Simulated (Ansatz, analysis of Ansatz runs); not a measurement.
# [AlO4]0 centre in alpha-quartz: hyperfine coupling, r2SCAN, part 2 of 2

How near does this set-up come to the measured hyperfine coupling? Subject: [AlO4]0 centre in alpha-quartz. Set-up: r2SCAN, 72-site cell, r2SCAN lattice, 500 eV, k: the single point 1/4 1/4 1/4 then 2x2x2 shifted 0.5 0.5 0.5, started with the impurity moved along one bond. The model is a cell of 72 host atoms with 1 Si taken out and 1 Al put in. The isotropic coupling follows from the spin density at the nucleus, the nuclear g-factor and the total spin. A meta-GGA costs about twice a GGA and mends lattice constants and part of the gap.

Ansatz 0.2.0; r2SCAN, 72-site cell, r2SCAN lattice, 500 eV, k: the single point 1/4 1/4 1/4 then 2x2x2 shifted 0.5 0.5 0.5, started with the impurity moved along one bond.

So far: Starting point; Relaxation, charge 0.

### 2. Relaxation, charge 0 (continued)

Level of this step: plane-wave PAW DFT, r2SCAN; relaxation of all atoms of a defect supercell (Ansatz).

Relaxation path:

| step | energy less that of the first step (eV) | largest force component (eV/Å) |
| --- | --- | --- |
| 1 | 0.0000 | 5.1909 |
| 2 | -0.8335 | 2.8192 |
| 3 | -1.3736 | 0.2173 |
| 4 | -1.3426 | 0.3677 |
| 5 | -1.3956 | 0.0563 |
| 6 | -1.3974 | 0.0313 |
| 7 | -1.3977 | 0.0131 |

Relaxation step 4 was tried and not accepted.

The atoms that moved most (Å, from the sites as typed, ahead of the random displacement):

| atom | dx | dy | dz | length |
| --- | --- | --- | --- | --- |
| O15 | 0.170 | 0.041 | -0.002 | 0.175 |
| O9 | -0.047 | 0.165 | 0.000 | 0.172 |
| O52 | 0.101 | -0.041 | 0.057 | 0.123 |
| O22 | -0.087 | 0.062 | -0.055 | 0.120 |
| O4 | -0.043 | 0.005 | -0.104 | 0.112 |
| O16 | 0.103 | 0.008 | 0.027 | 0.107 |
| O23 | -0.076 | 0.034 | -0.052 | 0.098 |
| O53 | 0.064 | -0.048 | 0.051 | 0.095 |

Neighbours of Al12 at the end:

| atom | distance (Å) |
| --- | --- |
| O9 | 1.722 |
| O15 | 1.722 |
| O4 | 1.739 |
| O16 | 1.740 |
| Si47 | 3.112 |
| Si19 | 3.114 |
| Si11 | 3.123 |
| Si1 | 3.124 |

Numbers from this step:

- free energy: -42620.8557 eV
- total moment: 1.000 μB
- integral of the absolute spin density: 1.158 μB
- spin contamination: 0.003236

The relaxation ends 19 meV an atom lower than the displaced start, with a largest force component of 0.013 eV/Å.

### 3. Contact spin densities

The relaxed structure is kept, and the final numbers are taken at the final level and k-points.

This step: plane-wave PAW DFT, r2SCAN; single point of a defect supercell.

point/input.yaml reads:

```yaml
crystal:
  lattice:
    - [9.84405354, 0.0, 0.0]
    - [-4.92202677, 8.52520044, 0.0]
    - [0.0, 0.0, 10.83028558]
  atoms:
    - { symbol: Si, position: [0.231535139, -0.001480502, 0.330986674] }
    - { symbol: Si, position: [0.001699149, 0.235181122, 0.167381988] }
[... 1 atom line left out ...]
    - { symbol: O, position: [0.202564268, 0.135113805, 0.382710303] }
[... 4 atom lines left out ...]
    - { symbol: O, position: [0.298246972, 0.447221116, 0.440947203] }
[... 1 atom line left out ...]
    - { symbol: Si, position: [-0.001323405, 0.232057989, 0.669195048] }
    - { symbol: Al, position: [0.274241736, 0.274242179, 0.50016188] }
[... 1 atom line left out ...]
    - { symbol: O, position: [0.368194034, 0.070595246, 0.726064581] }
    - { symbol: O, position: [0.447477274, 0.298141004, 0.558724963] }
    - { symbol: O, position: [0.135702074, 0.203290745, 0.618079144] }
[... 2 atom lines left out ...]
    - { symbol: Si, position: [0.232179548, 0.50673844, 0.331465699] }
[... 7 atom lines left out ...]
    - { symbol: O, position: [0.292611909, 0.932398285, 0.441986447] }
[... 19 atom lines left out ...]
    - { symbol: Si, position: [0.506968561, 0.232168154, 0.668315035] }
[... 3 atom lines left out ...]
    - { symbol: O, position: [0.93292787, 0.29289766, 0.557788584] }
[... 20 atom lines left out ...]
    - { symbol: O, position: [0.790428597, 0.924577659, 0.939663137] }
basis:
  ecutwfc: 500
  xc_grid: 2
hamiltonian:
  xc: r2scan
kpoints:
  mp_grid: { grid: [2, 2, 2], shift: [0.5, 0.5, 0.5] }
magnetization:
  spin_polarized: true
  initial_magnetization: 1
  spin_locking: { lock_magnetization: hard }
scf:
  occupations: { method: fermi_dirac, width: 0.01 }
  max_iter: 120
output:
  forces: true
  efg: {}
  eigenvalues: true
checkpoint:
  read: "../relax.run"
```

The run is started by

```bash
ansatz run input.yaml --threads 2 --pin off --max-ram 4710MiB --backend cpu --events-out ev --progress --plain --runs-dir out
```

Numbers of over 12 decimals in the logs are rounded to 6 here.

The log of the run:

```text
[...]
Crystal: 72 atoms, lattice volume = 908.905 Å³
Basis set: ecut = 500 eV, 23025 PW (Γ), exchange–correlation on 144×144×160 points (8 copies of the dense FFT grid, shifted against one another)
Bands: 264, of which v1, the nominal top of the filled ones, is band 192 counted from 1 (191 counted from 0)
Symmetry: 1 space group operations
[...]
k-points: 4 of 8 (time reversal used)
[...]
Stability of the state it starts from, as read at its close in the collinear treatment: not read, because the mixer in use, unlike msr1, does not test its closes by its own steps (another_mixer); its run was given moments
Starting moments: Σ|m| = 1 μB on 72 of 72 sites; this step starts from the density that it was given
[...]
atom  11  Si V_zz =    -1.153748   η = 0.4394   by run symmetry: allowed
[...]
atom  12  Al V_zz =    -0.917410   η = 0.1314   by run symmetry: allowed
[...]
atom  15  O  V_zz =    -4.984214   η = 0.8158   by run symmetry: allowed
[...]
atom  16  O  V_zz =    -6.735052   η = 0.0691   by run symmetry: allowed
[...]
atom  19  Si V_zz =    -1.283932   η = 0.7942   by run symmetry: allowed
[...]
atom  47  Si V_zz =    -1.276502   η = 0.8200   by run symmetry: allowed
[...]
atom  51  O  V_zz =    +8.723028   η = 0.1484   by run symmetry: allowed
[...]
--- Band table (eV; the first three rows and the last of 8) ---
[...]
[... further k-points left out ...]
[key lines of the parts left out:]
SCF converged after 13 iterations
Magnetization: 1.0000 μB (192.0000 up, 191.0000 down)
Free energy (F): -42620.841872 eV
Fermi energy:    2.209380 (↑ 5.506155, ↓ 2.209380) eV
```

Elapsed: 6.6 min, on 2 threads of Arm Neoverse V2, shared host; peak memory 4.4 GiB.

Reading the cycles: dr2 is the Hartree energy of the density residual (eV), the measure of convergence; HF is the Harris–Foulkes estimate of the energy, which meets the free energy F at convergence.

Read from the output:

| Quantity | Value |
| --- | --- |
| free energy | -42620.8419 eV |
| total moment | 1 μB |
| integral of the absolute spin density | 1.157 μB |
| spin contamination | 0.003239 |

The largest moments in the atoms' spheres: O4 0.18, O16 0.18, O9 0.11, O15 0.10, O5 0.03, O17 0.03 μB.

Contact couplings A = (2/3) μ0 ge μB gN μN ρs / (2S h), for each element's most abundant magnetic isotope:

| atom | isotope | distance from the centre (Å) | contact spin density (e/Å³) | A (MHz) |
| --- | --- | --- | --- | --- |
| Al12 | 27Al | 0.09 | -0.174 | -30.1 |
| O16 | 17O | 1.69 | 0.221 | -19.8 |
| O4 | 17O | 1.69 | 0.221 | -19.8 |
| Si1 | 29Si | 3.08 | -0.110 | 14.5 |
| Si11 | 29Si | 3.08 | -0.110 | 14.5 |
| O9 | 17O | 1.77 | 0.113 | -10.2 |
| O15 | 17O | 1.77 | 0.113 | -10.1 |
| Si19 | 29Si | 3.14 | -0.0705 | 9.3 |
| Si47 | 29Si | 3.14 | -0.0703 | 9.3 |
| O5 | 17O | 3.93 | 0.0270 | -2.4 |

### 4. Summary of results

```
17O that bears the hole, isotropic    : -19.8 MHz
27Al, isotropic                       : -30.1 MHz
integral of the absolute spin density : 1.16 μB
time of the whole chain               : 19 min on 2 threads
```

17O that bears the hole, isotropic: computed -19.8 MHz, measured -72.86 MHz; 53.0 MHz (73 %) smaller in size than the measurement. 27Al, isotropic: computed -30.1 MHz, measured -16.25 MHz; 13.8 MHz (85 %) larger in size than the measurement. The spin is not held on one site here (at most 0.18 μB on an atom), so the state computed is not the localised centre that was measured. Semilocal functionals spread the hole over several oxygen atoms through their self-interaction error; enough exact exchange holds it on one. Only the isotropic (Fermi contact) part is computed, with core polarisation; no vibrational averaging.

[Logs are printed without paths, hosts, clocks, repeated set-up lines and the standing remarks that a program may print on its own settings, such as how far it seeks lower states.]

[Hosts, paths, dates, database ids (printed as entryN), source tags and the programs' standing remarks are cut or masked in the printed files.]

[For some hosts the program warned that the k-mesh of the response run may be too coarse for force constants and the static dielectric constant; such warnings are not shown here.]
